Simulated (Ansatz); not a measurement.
## A convergence test on YVO4 (I4_1/amd): k mesh of the density

Wanted: the cheapest k mesh of the density that holds the r2SCAN gap of YVO4 (I4_1/amd).

Program: Ansatz 0.2.0. Level of theory: DFT, r2SCAN, plane waves, PAW. Values are calculated unless marked as measured.

## Step 1: The system as given

It takes space group I4_1/amd (No. 141, tetragonal). The conventional cell has a = 7.118 Å, b = 7.118 Å, c = 6.289 Å, α = 90.00°, β = 90.00°, γ = 90.00°. Y has 8 O at 2.30 to 2.43 Å nearest. Nearest to V lie 4 O at 1.71 Å. Nearest to O lie 1 V at 1.71 Å and 2 Y at 2.30 to 2.43 Å. Farther neighbours, and contacts between anions beyond the nearest, are not listed.

The cell and positions come from the Crystallography Open Database and are kept as given unless a step says otherwise. The default PAW set here is soft_2. Its files were made with PBE.

## Step 2: k mesh of the density: 2×2×2

Input file input.yaml:

```yaml
crystal:
  lattice:
    - [-3.55915, 3.55915, 3.14465]
    - [3.55915, -3.55915, 3.14465]
    - [3.55915, 3.55915, -3.14465]
  atoms:
    - { symbol: "Y", position: [0.75, 0.25, 0.5] }
    - { symbol: "Y", position: [0.0, 0.0, 0.0] }
    - { symbol: V, position: [0.5, 0.5, 0.0] }
    - { symbol: V, position: [0.25, 0.75, 0.5] }
    - { symbol: O, position: [0.51, 0.3258, 0.1842] }
    - { symbol: O, position: [0.0758, 0.3916, 0.3158] }
    - { symbol: O, position: [0.1416, 0.3258, 0.8158] }
    - { symbol: O, position: [0.0758, 0.76, 0.6842] }
    - { symbol: O, position: [0.24, 0.9242, 0.3158] }
    - { symbol: O, position: [0.6742, 0.49, 0.8158] }
    - { symbol: O, position: [0.6084, 0.9242, 0.6842] }
    - { symbol: O, position: [0.6742, 0.8584, 0.1842] }
kpoints:
  mp_grid: { grid: [2, 2, 2] }
  band_path:
    path:
      - [0.0, 0.0, 0.0]
      - [0.0, 0.0, 0.5]
      - [-0.5, 0.5, 0.5]
      - [0.44516056, 0.44516056, -0.44516056]
      - [-0.44516056, 0.55483944, 0.44516056]
      - [0.25, 0.25, 0.25]
      - [0.0, 0.5, 0.0]
      - [0.044516056, 0.044516056, -0.044516056]
    npoints: 1
hamiltonian:
  xc: r2scan
scf:
  occupations: { method: fixed }
  n_extra_bands: 8
output:
  eigenvalues: true
  forces: true
  stress: true
```

On the command line:

```bash
> ansatz run input.yaml --threads 3 --pin off --max-ram 92160MiB --backend cuda --events-out ev --progress --plain --runs-dir out --devices 1 --max-vram 13GiB
```

Log:

```text
scf.n_extra_bands = 8 over 48 filled bands (N_el = 96.0): the run solves 56 bands
GPUs: using 1 of 1 available (devices: 1).
Engine: ansatz 0.2.0, x86_64-unknown-linux-gnu
Pseudopotentials: kind: paw
Pseudopotential: Y, paw, valence charge 11, recommended cutoff 500 eV (meta_gga), Y.paw.azcp
Pseudopotential: V, paw, valence charge 13, recommended cutoff 500 eV (meta_gga), V.paw.azcp
Pseudopotential: O, paw, valence charge 6, recommended cutoff 500 eV (meta_gga), O.paw.azcp
Functional definition: r2SCAN
  parameter k0 = 0.174
  parameter k1 = 0.065
  parameter a1 = 4.9479
  exchange = r2scan_x(k0 = k0, k1 = k1, a1 = a1)
  correlation = r2scan_c
concurrent solve slots: 2 of 3 are kept, ahead of what memory takes: no pass of the eigensolver takes more rounds on 2
device memory: the entry about to start is reckoned to put 3.2 GiB on a device that reports 55.2 GiB free (of which the cap on the GPU budget leaves the run 13.0 GiB)
GPU FFT provider: cuFFT
GPU libraries: cuBLAS 13.8.2, cuFFT 12.4.0, cuSOLVER 12.3.4
Crystal: 12 atoms, lattice volume = 159.340 Å³
Basis set: ecut = 500 eV, 4023 PW (Γ), exchange–correlation on 180×180×180 points (64 copies of the dense FFT grid, shifted against one another)
Bands: 56, of which v1, the nominal top of the filled ones, is band 48 counted from 1 (47 counted from 0)
Symmetry: 16 space group operations
Space group: I41/amd (ITA 141), of the structure as read, at distance tolerance 5.4e-5 Å
k-points: 4 of 8
Non-local potential: Y, projectors of the file, l = 0: 3, l = 1: 2, l = 2: 2, l = 3: 1
Non-local potential: V, projectors of the file, l = 0: 3, l = 1: 2, l = 2: 3, l = 3: 1
Non-local potential: O, projectors of the file, l = 0: 2, l = 1: 2, l = 2: 1
PAW form: soft (Blöchl's): semilocal exchange-correlation on the pseudo side does not see the compensation charge
PAW frozen core: Y, regenerated for the run's functional (the file was generated under x = pbe(κ = 0.804, μ = 0.219515), c = pbe(β = 0.066725))
PAW frozen core: V, regenerated for the run's functional (the file was generated under x = pbe(κ = 0.804, μ = 0.219515), c = pbe(β = 0.066725))
PAW frozen core: O, regenerated for the run's functional (the file was generated under x = pbe(κ = 0.804, μ = 0.219515), c = pbe(β = 0.066725))
PAW one-centre angular grid: Y, 590 points (default); XC on 160 Gauss nodes
PAW one-centre angular grid: V, 590 points (default); XC on 160 Gauss nodes
PAW one-centre angular grid: O, 302 points (default); XC on 160 Gauss nodes
Initial density: superposition of atomic densities (neutral atoms: chi_scale 0, normalization atom), corrected by the library's trained network
Initial wavefunctions: pseudopotential atomic-orbital guess
GPU buffer pool allocated for 91125 grid points (all kernels)
GPU transforms: local potential and band sums: pruned to the plane-wave sphere, on 45×45×45
Functional: x = r2scan, c = r2scan; τ floored in thin density (d = 2e-4 eV/Å³)
SCF iter   1: F=—  HF=-18120.944369 eV  |F-HF|=—  |Δ(HF+E_count)|=         —  Δρ=2.55e-2  dr2=1.31e0  dr2_τ=7.45e-1  ethr=1.77e-3  ⟨swp⟩=4.0  Hψ=707  notcnv=0  defer=17
preconditioner: auto → Resta (q_TF=auto, 2.507 Å⁻¹)  ε∞=4.8  [insulator: Δε(μ)=3.796 eV  Ē_g=13.234 eV  n_scr=46 (ndim 8)  ℏωp=25.6 eV  f_vac=0.071  ε∞_Penn≈4.8]
SCF iter   2: F=—  HF=-18121.143322 eV  |F-HF|=—  |Δ(HF+E_count)|=   1.99e-1  Δρ=2.55e-2  dr2=1.11e0  dr2_τ=1.09e-1  ethr=1.36e-3  ⟨swp⟩=2.8  Hψ=460  notcnv=0  defer=20
SCF iter   3: F=—  HF=-18121.007531 eV  |F-HF|=—  |Δ(HF+E_count)|=   1.36e-1  Δρ=4.15e-3  dr2=1.98e-2  dr2_τ=1.18e-3  ethr=1.15e-3  ⟨swp⟩=2.0  Hψ=316  notcnv=0  defer=15
SCF iter   4: F=—  HF=-18121.008621 eV  |F-HF|=—  |Δ(HF+E_count)|=   1.09e-3  Δρ=3.56e-3  dr2=2.40e-2  dr2_τ=1.03e-3  ethr=2.06e-5  ⟨swp⟩=2.0  Hψ=407  notcnv=0  defer=22
SCF iter   5: F=—  HF=-18121.005951 eV  |F-HF|=—  |Δ(HF+E_count)|=   2.67e-3  Δρ=3.82e-4  dr2=2.26e-4  dr2_τ=9.38e-6  ethr=2.06e-5  ⟨swp⟩=2.0  Hψ=309  notcnv=0  defer=22
SCF iter   6: F=—  HF=-18121.005447 eV  |F-HF|=—  |Δ(HF+E_count)|=   5.03e-4  Δρ=3.08e-4  dr2=1.95e-4  dr2_τ=6.22e-6  ethr=2.36e-7  ⟨swp⟩=2.0  Hψ=410  notcnv=0  defer=23
SCF iter   7: F=—  HF=-18121.005593 eV  |F-HF|=—  |Δ(HF+E_count)|=   1.45e-4  Δρ=1.36e-4  dr2=3.82e-5  dr2_τ=4.43e-7  ethr=2.03e-7  ⟨swp⟩=2.0  Hψ=234  notcnv=0  defer=15
SCF iter   8: F=—  HF=-18121.005906 eV  |F-HF|=—  |Δ(HF+E_count)|=   3.13e-4  Δρ=2.18e-5  dr2=1.03e-6  dr2_τ=1.10e-8  ethr=3.98e-8  ⟨swp⟩=2.0  Hψ=235  notcnv=0  defer=15
SCF iter   9: F=-18121.005906 eV  HF=-18121.005906 eV  |F-HF|=4.89e-8  |Δ(HF+E_count)|=   9.74e-8  Δρ=5.39e-6  dr2=5.76e-8  dr2_τ=1.05e-9  ethr=1.04e-10  ⟨swp⟩=10.5  Hψ=995  notcnv=0
SCF 1 converged in 9 iterations: F = -18121.005906 eV  dr2 = 5.76e-8
[...]
device memory: the entry about to start is reckoned to put 2.3 GiB on a device that reports 54.7 GiB free (of which the cap on the GPU budget leaves the run 13.0 GiB)
NSCF: frozen V_eff on 8 k-points
SCF converged after 9 iterations
Free energy (F): -18121.005906 eV
Harris-Foulkes:  -18121.005906 eV  (|F-HF|=4.89e-8)
Internal energy: -18121.005906 eV  (E = F + TS)
E sigma→0 (E₀):  -18121.005906 eV
Fermi energy:    5.905523 eV
--- Per-component energies (eV) ---
  E_band       = -943.787150
  E_kinetic    = 2693.365648
  E_local      = -7290.904924  (includes V_loc(G=0)·N_el)
  E_nonlocal   = 373.641452
  E_hartree    = 2816.240648
  E_xc         = -1180.365122
  E_vxc        = -1665.538768  (∫ρ·V_xc dr)
  E_paw        = -9198.306662  (= ΣΔE_a)
  E_vpaw       = -791.998293  (= ΣTr[D̂ρ^β])
  E_aug_tail   = 0.008727  (compensation charges beyond the density's cutoff)
  E_vtau       = 105.148226  (kinetic-family band-sum trace: ∫τ·v_τ [+ j·A + Jᵃ·Aᵃ] dr)
  E_ewald      = -6333.590677
  E_core_change = -1.094996  (= ΣΔE_core)
  E_smearing   = -0.000000  (= −TS)
  E_closure    = 0.000000  (closes the sum)
  Σ components = -18121.005906   (vs F -18121.005906, Δ=0.00e0)
--- Forces (eV/Å), atoms counted from 1 ---
  atom   1  Y      0.00000000     0.00000000     0.00000000
  atom   2  Y      0.00000000    -0.00000000     0.00000000
  atom   3  V      0.00000000     0.00000000     0.00000000
  atom   4  V      0.00000000     0.00000000     0.00000000
  atom   5  O      0.00000000    -0.08478327     0.09297004
  atom   6  O      0.08478327     0.00000000     0.09297004
  atom   7  O      0.00000000     0.08478327     0.09297004
  atom   8  O     -0.08478327     0.00000000     0.09297004
  atom   9  O     -0.00000000     0.08478327    -0.09297004
  atom  10  O      0.08478327    -0.00000000    -0.09297004
  atom  11  O      0.00000000    -0.08478327    -0.09297004
  atom  12  O     -0.08478327     0.00000000    -0.09297004
  max |Σ_I F_I| component: 6.94e-17 eV/Å
--- Stress (GPa, compression-positive) ---
        0.153815       0.000000       0.000000
        0.000000       0.153815      -0.000000
        0.000000       0.000000      -0.364758
  P = ⅓ Tr σ = -0.0190 GPa (-0.190 kbar)
--- Band table (eV) ---
  k-point 0: bands = [... 44 lower, 5.5104, 5.5170, 5.5170, 5.9055, 9.2253, 9.9466, 10.1496, 10.1658, ... 4 higher]
  k-point 1: bands = [... 44 lower, 5.1331, 5.1331, 5.5409, 5.5409, 9.9194, 9.9194, 10.0603, 10.0603, ... 4 higher]
  k-point 2: bands = [... 44 lower, 5.0618, 5.1505, 5.7482, 5.7658, 9.9430, 10.0767, 10.0768, 10.0832, ... 4 higher]
  k-point 3: bands = [... 44 lower, 5.0942, 5.0942, 5.3491, 5.3491, 9.9731, 9.9731, 10.2168, 10.2168, ... 4 higher]
```

Elapsed: 8.2 s, on 1 × NVIDIA H100 80GB HBM3 (shared by 6 runs) with 3 threads of AMD EPYC 7R13 (Zen 3), shared host; peak memory 1.2 GiB; 4.8 s of CPU time.

Numbers from this step:

* pressure: -0.01904 GPa
* gap: 3.319 eV
* valence top at: k = (0.045, 0.045, -0.045)
* conduction bottom at: Γ
* least direct gap: 3.320 eV

The gap is indirect, with the least direct gap 0.000 eV higher.

## Step 3: k mesh of the density: 4×4×4

Edit input.yaml of step 2 so:

```diff
@@ -19,3 +19,3 @@
 kpoints:
-  mp_grid: { grid: [2, 2, 2] }
+  mp_grid: { grid: [4, 4, 4] }
   band_path:
```

Log:

```text
[...]
GPUs: using 1 of 1 available (devices: 1).
[...]
GPU FFT provider: cuFFT
GPU libraries: cuBLAS 13.8.2, cuFFT 12.4.0, cuSOLVER 12.3.4
Crystal: 12 atoms, lattice volume = 159.340 Å³
Basis set: ecut = 500 eV, 4023 PW (Γ), exchange–correlation on 180×180×180 points (64 copies of the dense FFT grid, shifted against one another)
[...]
k-point 0: bands = [... 44 lower, 5.5094, 5.5160, 5.5160, 5.9044, 9.2256, 9.9473, 10.1501, 10.1658, ... 4 higher]
  k-point 1: bands = [... 44 lower, 5.3305, 5.3888, 5.5239, 5.7745, 9.4763, 9.9507, 10.0550, 10.2326, ... 4 higher]
  k-point 2: bands = [... 44 lower, 5.1321, 5.1321, 5.5399, 5.5399, 9.9199, 9.9199, 10.0606, 10.0606, ... 4 higher]
  k-point 12: bands = [... 44 lower, 5.0933, 5.0933, 5.3481, 5.3481, 9.9737, 9.9737, 10.2169, 10.2169, ... 4 higher]
[key lines of the parts left out:]
SCF converged after 9 iterations
Free energy (F): -18121.012406 eV
Fermi energy:    5.904422 eV
P = ⅓ Tr σ = -0.0387 GPa (-0.387 kbar)
```

Wall time 9.5 s (1 × NVIDIA H100 80GB HBM3 (shared by 6 runs) with 3 threads); peak memory 1.2 GiB.

This step gave:

- pressure: -0.03873 GPa
- gap: 3.321 eV
- valence top at: k = (0.045, 0.045, -0.045)
- conduction bottom at: Γ
- least direct gap: 3.321 eV

The gap is 3.321 eV, +0.001 eV from the run before at this level.

## Step 4: k mesh of the density: 6×6×6 (the default)

input.yaml, the sections that differ from step 3:

```yaml
kpoints:
  mp_grid: { grid: [6, 6, 6] }
  band_path:
    path:
      - [[0.0, 0.0, 0.0], [0.0, 0.0, 0.5], [-0.5, 0.5, 0.5], [0.0, 0.0, 0.0], [0.44516056, 0.44516056, -0.44516056]]
      - [[-0.44516056, 0.55483944, 0.44516056], [-0.5, 0.5, 0.5]]
      - [[0.0, 0.0, 0.5], [0.25, 0.25, 0.25], [0.0, 0.5, 0.0], [0.0, 0.0, 0.0]]
    npoints: 10
scf:
  occupations: { method: fermi_dirac, width: 0.02 }
  n_extra_bands: 8
output:
  eigenvalues: true
  forces: true
  stress: true
  write_density: true
  write_potential: true
  elf: true
  volumetric_format: npy
# crystal, hamiltonian: as in step 3
```

Log:

```text
[...]
GPUs: using 1 of 1 available (devices: 1).
[...]
GPU FFT provider: cuFFT
GPU libraries: cuBLAS 13.8.2, cuFFT 12.4.0, cuSOLVER 12.3.4
Crystal: 12 atoms, lattice volume = 159.340 Å³
Basis set: ecut = 500 eV, 4023 PW (Γ), exchange–correlation on 180×180×180 points (64 copies of the dense FFT grid, shifted against one another)
[...]
k-point 0: bands = [... 44 lower, 5.5094, 5.5160, 5.5160, 5.9044, 9.2256, 9.9473, 10.1501, 10.1658, ... 4 higher]
  k-point 1: bands = [... 44 lower, 5.4258, 5.4537, 5.5270, 5.8453, 9.3435, 9.9477, 10.1016, 10.2060, ... 4 higher]
  k-point 2: bands = [... 44 lower, 5.2235, 5.3145, 5.5170, 5.6862, 9.6393, 9.9591, 10.0084, 10.2298, ... 4 higher]
  k-point 29: bands = [... 44 lower, 5.0933, 5.0933, 5.3481, 5.3481, 9.9737, 9.9737, 10.2169, 10.2169, ... 4 higher]
[key lines of the parts left out:]
SCF converged after 9 iterations
Free energy (F): -18121.012422 eV
Fermi energy:    7.579960 eV
P = ⅓ Tr σ = -0.0387 GPa (-0.387 kbar)
```

The job ended after 10 s (1 × NVIDIA H100 80GB HBM3 (shared by 6 runs) with 3 threads; peak memory 1.3 GiB).

Read from the output:

```yaml
pressure: -0.03867 GPa
gap: 3.321 eV
valence_top_at: k = (0.045, 0.045, -0.045)
conduction_bottom_at: Γ
least_direct_gap: 3.321 eV
```

The gap is 3.321 eV, as in the run before at this level.

## Step 5: k mesh of the density: 8×8×8

input.yaml, the sections that differ from step 4:

```yaml
kpoints:
  mp_grid: { grid: [8, 8, 8] }
  band_path:
    path:
      - [0.0, 0.0, 0.0]
      - [0.0, 0.0, 0.5]
      - [-0.5, 0.5, 0.5]
      - [0.44516056, 0.44516056, -0.44516056]
      - [-0.44516056, 0.55483944, 0.44516056]
      - [0.25, 0.25, 0.25]
      - [0.0, 0.5, 0.0]
      - [0.044516056, 0.044516056, -0.044516056]
    npoints: 1
scf:
  occupations: { method: fixed }
  n_extra_bands: 8
# crystal, hamiltonian, output: as in step 4
```

Log:

```text
[...]
GPUs: using 1 of 1 available (devices: 1).
[...]
GPU FFT provider: cuFFT
GPU libraries: cuBLAS 13.8.2, cuFFT 12.4.0, cuSOLVER 12.3.4
Crystal: 12 atoms, lattice volume = 159.340 Å³
Basis set: ecut = 500 eV, 4023 PW (Γ), exchange–correlation on 180×180×180 points (64 copies of the dense FFT grid, shifted against one another)
[...]
k-point 0: bands = [... 44 lower, 5.5094, 5.5160, 5.5160, 5.9044, 9.2256, 9.9473, 10.1501, 10.1658, ... 4 higher]
  k-point 1: bands = [... 44 lower, 5.4636, 5.4797, 5.5249, 5.8710, 9.2933, 9.9473, 10.1215, 10.1905, ... 4 higher]
  k-point 2: bands = [... 44 lower, 5.3305, 5.3888, 5.5239, 5.7745, 9.4763, 9.9507, 10.0550, 10.2326, ... 4 higher]
  k-point 58: bands = [... 44 lower, 5.0933, 5.0933, 5.3481, 5.3481, 9.9737, 9.9737, 10.2169, 10.2169, ... 4 higher]
[key lines of the parts left out:]
SCF converged after 9 iterations
Free energy (F): -18121.012465 eV
Fermi energy:    5.904420 eV
P = ⅓ Tr σ = -0.0390 GPa (-0.390 kbar)
```

Run time: 9.6 s. Hardware: 1 × NVIDIA H100 80GB HBM3 (shared by 6 runs) with 3 threads; peak memory 1.4 GiB.

Read from the output:

```yaml
pressure: -0.03899 GPa
gap: 3.321 eV
valence_top_at: k = (0.045, 0.045, -0.045)
conduction_bottom_at: Γ
least_direct_gap: 3.321 eV
```

The gap is 3.321 eV, as in the run before at this level.

## Step 6: The series

Differences are against the last row; a negative gap means that bands overlap, and a run with a band path holds that path's time. Times are wall times on 1 × NVIDIA H100 80GB HBM3 (shared by 6 runs) with 3 threads of AMD EPYC 7R13 (Zen 3), shared host, good to a factor of about two.

| k mesh of the density | gap (eV) | direct gap (eV) | gap error (eV) | energy error (meV/atom) | irreducible k | time |
| --- | --- | --- | --- | --- | --- | --- |
| 2×2×2 | 3.319 | 3.320 | −0.001 | +0.5 | 4 | 8.2 s |
| 4×4×4 | 3.321 | 3.321 | +0.000 | +0.0 | 13 | 9.5 s |
| 6×6×6 | 3.321 | 3.321 | +0.000 | +0.0 | 30 | 10 s |
| 8×8×8 | 3.321 | 3.321 | +0.000 | +0.0 | 59 | 9.6 s |

## Step 7: What came out

```
2×2×2 : 3.319 eV
4×4×4 : 3.321 eV
6×6×6 : 3.321 eV
8×8×8 : 3.321 eV
```

In words: The gap holds to 0.02 eV from 2×2×2 on, the cheapest setting tried. At 2×2×2 the gap is off by −0.001 eV and the energy by +1 meV/atom. The gap is read over the mesh and added points near the edges, so meshes differ mainly through the density and, for a hybrid, the exchange operator. The runs have no spin polarisation. For a closed low-spin shell that is the natural state; where a d or f shell is open it is a constraint, and the gap is then not the crystal's own.

[Long decimals in the printed logs are rounded to 6 places.]

[Logs are printed without paths, hosts, clocks, repeated set-up lines and the standing remarks that a program may print on its own settings, such as how far it seeks lower states.]

[Paths, hosts, dates, memory and timing lines, banners, echoed tables and standing remarks are left out of the program output; an Ansatz launch command may be rebuilt from the run's recorded settings. Measured values are a selection of at most five: reports struck by readers or far from the other reports are left out. None is set beside runs whose start may be inverted or whose files or cutoffs have a known fault.]

[Runs of the session that timed out or met a known fault of the program may be left out.]

[Cells called generated may have been cut or substituted from an entry of the Crystallography Open Database or the Materials Project.]

[Hosts, paths, dates, database ids (printed as entryN), source tags and the programs' standing remarks are cut or masked in the printed files.]

[Where the starting crystal was built by hand or by swapping elements, it need not be the compound's stable phase.]
